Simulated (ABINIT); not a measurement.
Planning a run of ABINIT 10.8.3 on CdF2 (Fm-3m). The input:

```
acell 3*1.0 Angstrom
rprim 
  0.000000000000 2.694000000000 2.694000000000
  2.694000000000 0.000000000000 2.694000000000
  2.694000000000 2.694000000000 -0.000000000000
ntypat 2
znucl 48 9
natom 3
typat 1 2 2
xred 
  0.000000000000 0.000000000000 0.000000000000
  0.250000000000 0.250000000000 0.250000000000
  0.750000000000 0.750000000000 0.750000000000
pp_dirpath "pseudos"
pseudos "Cd.upf, F.upf"
ecut 47
ngkpt 4 4 4
nshiftk 1
shiftk 0 0 0
kptopt 1
chksymbreak 0
istwfk *1
occopt 1
irdwfk 1
optdriver 4
nband 80
gwcalctyp 28
ecutsigx 47
symsigma 0
nkptgw 8
kptgw 
  0.0000000000 0.0000000000 0.0000000000
  0.2500000000 0.0000000000 0.0000000000
  0.5000000000 0.0000000000 0.0000000000
  0.2500000000 0.2500000000 0.0000000000
  0.5000000000 0.2500000000 0.0000000000
  -0.2500000000 0.2500000000 0.0000000000
  0.5000000000 0.5000000000 0.0000000000
  -0.2500000000 0.5000000000 0.2500000000
bdgw 
  7 27
  7 27
  7 27
  7 27
  7 27
  7 27
  7 27
  7 27
ecuteps 5
irdscr 1
ppmodel 1
irdqps 1
rhoqpmix 0.3
indata_prefix "in"
outdata_prefix "out"
tmpdata_prefix "tmp"
```

```sh
OMP_NUM_THREADS=1 mpirun -n 8 abinit run.abi > log
```

Q: Estimate wall time and host memory on 8 MPI ranks of AMD EPYC 9R45, shared host.

It took 52 s; on shared hardware allow 26 s to 1.7 min. Peak host memory was 3.6 GiB.

[Paths, hosts, dates, memory and timing lines, banners, echoed tables and standing remarks are left out of the program output.]

[Logs are printed without paths, hosts, clocks, repeated set-up lines and the standing remarks that a program may print on its own settings, such as how far it seeks lower states.]

[Runs of the session that timed out or met a known fault of the program may be left out.]

[Hosts, paths, dates, database ids (printed as entryN), source tags and the programs' standing remarks are cut or masked in the printed files.]

[G0W0 gaps are taken among the corrected bands and points alone; a level outside them can change the order at an edge.]

[Where Ansatz stands beside ABINIT at settings called matched, ABINIT's density can come from a denser mesh and the files from another edition; pairs whose starting gaps differed by over 0.03 eV were left out, so agreement reads better than it is.]
